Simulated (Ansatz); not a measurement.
Reflectivity of SiMo3 (Pm-3n) at normal incidence (Ansatz, PBE, independent particles, without spin-orbit coupling, line width 0.15 eV (Gaussian), carrier damping 0.05 eV):

```csv
E (eV),R (%)
1.00,67.2
1.25,62.6
1.50,58.0
1.75,59.1
2.00,59.5
2.25,60.0
2.50,62.0
2.75,59.5
3.00,58.1
3.25,57.6
3.50,56.6
3.75,55.9
4.00,60.3
4.25,62.5
4.50,63.8
4.75,61.6
5.00,58.4
```

Problem. What colour would a polished face show in daylight?

Solution. Light grey: CIE x = 0.311, y = 0.331, luminous reflectivity 60 % under D65, from the mean over the axes.

[Logs are printed without paths, hosts, clocks, repeated set-up lines and the standing remarks that a program may print on its own settings, such as how far it seeks lower states.]
